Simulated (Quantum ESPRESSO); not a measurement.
# BP (F-43m): from Born charge to LO-TO splitting

Aim: work out the LO frequency and the static dielectric constant of BP (F-43m) from one linear-response run, then check them.

Calculated with Quantum ESPRESSO 7.5; DFT LDA, scalar-relativistic, plane waves, PseudoDojo norm-conserving pseudopotentials.

## (1) The relaxed structure

Symmetry: F-43m, No. 216, cubic system. Conventional cell: a = 4.487 Å, b = 4.487 Å, c = 4.487 Å, α = 90.00°, β = 90.00°, γ = 90.00°. Nearest to B lie 4 P at 1.94 Å. Nearest to P lie 4 B at 1.94 Å. Farther neighbours are not listed.

As a file:

```cif
data_structure
_symmetry_space_group_name_H-M 'F-43m'
_symmetry_Int_Tables_number 216
_cell_length_a 4.4871
_cell_length_b 4.4871
_cell_length_c 4.4871
_cell_angle_alpha 90.000
_cell_angle_beta 90.000
_cell_angle_gamma 90.000
_cell_volume 90.34
loop_
_atom_site_label
_atom_site_type_symbol
_atom_site_symmetry_multiplicity
_atom_site_Wyckoff_symbol
_atom_site_fract_x
_atom_site_fract_y
_atom_site_fract_z
_atom_site_occupancy
B1 B 4 a 0.00000 0.00000 0.00000 1
P1 P 4 d 0.25000 0.25000 0.75000 1
```

This is the cell after its relaxation at this level of theory, not the database cell from which that began.

## (2) What the response run gave

A linear-response run on the relaxed cell, with the response to an electric field; only its zone-centre results are used. Cutoff 84 Ry, k mesh 12×12×12.

Log:

```text
[banners, grids, parts of the stress and lines that vanish by symmetry left out]
Program PHONON v.7.5
     Reading xml data from directory:

[...]
Exchange-correlation= PW
                           (   1   4   0   0   0   0   0)
[...]
kinetic-energy cut-off    =      84.0000  Ry
     charge density cut-off    =     336.0000  Ry
     convergence threshold     =      1.0E-18
[...]
Exchange-correlation= PW
                           (   1   4   0   0   0   0   0)
[...]
q = (   0.0000000   0.0000000   0.0000000 )
     25 Sym.Ops. (with q -> -q+G )
     G cutoff =  611.9419  (  15905 G-vectors)     FFT grid: ( 36, 36, 36)
     number of k points=    72
[...]
Mode symmetry, T_d (-43m)  point group:
[...]
Dielectric constant
[...]
End of electric fields calculation
          Dielectric constant in cartesian axis
          (       9.159297009       0.000000000       0.000000000 )
          (       0.000000000       9.159297009       0.000000000 )
          (       0.000000000       0.000000000       9.159297009 )
          Effective charges (d Force / dE) in cartesian axis without acoustic sum rule applied (asr)
           atom    1  B     Mean Z*:       -0.64515
      Ex  (       -0.64515        0.00000       -0.00000 )
      Ey  (        0.00000       -0.64515       -0.00000 )
      Ez  (       -0.00000       -0.00000       -0.64515 )
           atom    2  P     Mean Z*:        0.64151
      Ex  (        0.64151        0.00000        0.00000 )
      Ey  (        0.00000        0.64151       -0.00000 )
      Ez  (        0.00000       -0.00000        0.64151 )
          Effective charges Sum: Mean:       -0.00364
[...]
Effective charges (d Force / dE) in cartesian axis with asr applied:
           atom    1  B     Mean Z*:       -0.64333
[...]
atom    2  P     Mean Z*:        0.64333
[...]
Representation #   1 modes #   1   2   3
[...]
End of self-consistent calculation
     Convergence has been achieved
     Representation #   2 modes #   4   5   6
[...]
End of self-consistent calculation
     Convergence has been achieved
[...]
Dielectric constant in cartesian axis
          (       9.159297009       0.000000000       0.000000000 )
          (       0.000000000       9.159297009       0.000000000 )
          (       0.000000000       0.000000000       9.159297009 )
          Effective charges (d Force / dE) in cartesian axis without acoustic sum rule applied (asr)
           atom    1  B     Mean Z*:       -0.64515
      Ex  (       -0.64515        0.00000       -0.00000 )
      Ey  (        0.00000       -0.64515       -0.00000 )
      Ez  (       -0.00000       -0.00000       -0.64515 )
           atom    2  P     Mean Z*:        0.64151
      Ex  (        0.64151        0.00000        0.00000 )
      Ey  (        0.00000        0.64151       -0.00000 )
      Ez  (        0.00000       -0.00000        0.64151 )
          Effective charges Sum: Mean:       -0.00364
[...]
Effective charges (d Force / dE) in cartesian axis with asr applied:
           atom    1  B     Mean Z*:       -0.64333
[...]
atom    2  P     Mean Z*:        0.64333
[...]
q = (    0.000000000   0.000000000   0.000000000 )
[...]
freq (    1) =      -0.014187 [THz] =      -0.473226 [cm-1]
     freq (    2) =      -0.014187 [THz] =      -0.473226 [cm-1]
     freq (    3) =      -0.014187 [THz] =      -0.473226 [cm-1]
     freq (    4) =      24.617866 [THz] =     821.163621 [cm-1]
     freq (    5) =      24.617866 [THz] =     821.163621 [cm-1]
     freq (    6) =      24.617866 [THz] =     821.163621 [cm-1]
[...]
Mode symmetry, T_d (-43m)  point group:
     freq (   1-   3) =         -0.5  [cm-1]   --> T_2  G_15 P_4   I+R
     freq (   4-   6) =        821.2  [cm-1]   --> T_2  G_15 P_4   I+R

   JOB DONE.
```

```csv
quantity,value
cell volume Ω (Å³),22.586
mass of B (u),10.810
mass of P (u),30.974
"Born charge of B, raw (e)",-0.645
"Born charge of P, raw (e)",0.641
ε∞,9.159
ω(TO) after the sum rule (cm⁻¹),821.2
```

## (3) The calculation

The charges must sum to zero over the cell; taking off their mean, -0.002 e, leaves Z* = -0.643 e on B. In the polar mode B moves against P, so the reduced mass is μ = 10.81 × 30.97 / 41.78 = 8.013 u.

A longitudinal wave builds up a field that adds to the restoring force: ω(LO)² = ω(TO)² + 4π Z*² / (μ Ω ε∞), in Hartree atomic units. With μ = 14607 electron masses and Ω = 152.42 bohr³ the second term is 2.5506e-07 Ha², or 12286 cm⁻² (1 Ha = 219474.6 cm⁻¹).

So ω(LO) = √(674304 + 12286) = 828.6 cm⁻¹, and by the Lyddane-Sachs-Teller relation ε₀ = ε∞ (ω(LO)/ω(TO))² = 9.33.

## (4) Check against the program

The analysis program adds the same non-analytic term to the full matrix, here for q along (1 0 0).

Log:

```text
[banner, memory and clock lines left out]
Program DYNMAT v.7.5

     Reading Dynamical Matrix from file g.dyn
     ...Force constants read
     ...epsilon and Z* read

     Polarizability (A^3 units)
     multiply by 0.268834 for Clausius-Mossotti correction
        14.665007    0.000000    0.000000
         0.000000   14.665007    0.000000
         0.000000    0.000000   14.665007

     IR activities are in (D/A)^2/amu units

# mode   [cm-1]    [THz]      IR
    1      0.00    0.0000    0.0000
    2      0.00    0.0000    0.0000
    3      0.00    0.0000    0.0000
    4    821.16   24.6179    1.1916
    5    821.16   24.6179    1.1916
    6    828.61   24.8411    1.1916
```

ε₀ comes from the program's run without a direction of q.

```csv
quantity,by hand,program
ω(LO) (cm⁻¹),828.6,828.6
ε₀,9.33,9.33
```

## (5) What came out

```json
{
  "TO mode": "821.2 cm⁻¹",
  "LO mode": "828.6 cm⁻¹",
  "static dielectric constant": "9.326"
}
```

The LO mode of BP (F-43m) lies at 829 cm⁻¹, 7 cm⁻¹ above the TO mode; the formula meets the program within 0.1 cm⁻¹, as it must for a cubic crystal with one polar mode. ω(LO)² − ω(TO)² goes with Z*²/ε∞: an error of 5 % in ε∞ would move the LO mode by 0.4 cm⁻¹, and semilocal functionals tend to overestimate ε∞. These are harmonic values at zero temperature, at the volume of this functional, for the structure held cubic; stability elsewhere in the zone is no part of this calculation.

[Host names and launcher messages were left out of these logs when they were recorded.]

[Logs are printed without paths, hosts, clocks, repeated set-up lines and the standing remarks that a program may print on its own settings, such as how far it seeks lower states.]

[Hosts, paths, dates, database ids (printed as entryN), source tags and the programs' standing remarks are cut or masked in the printed files.]
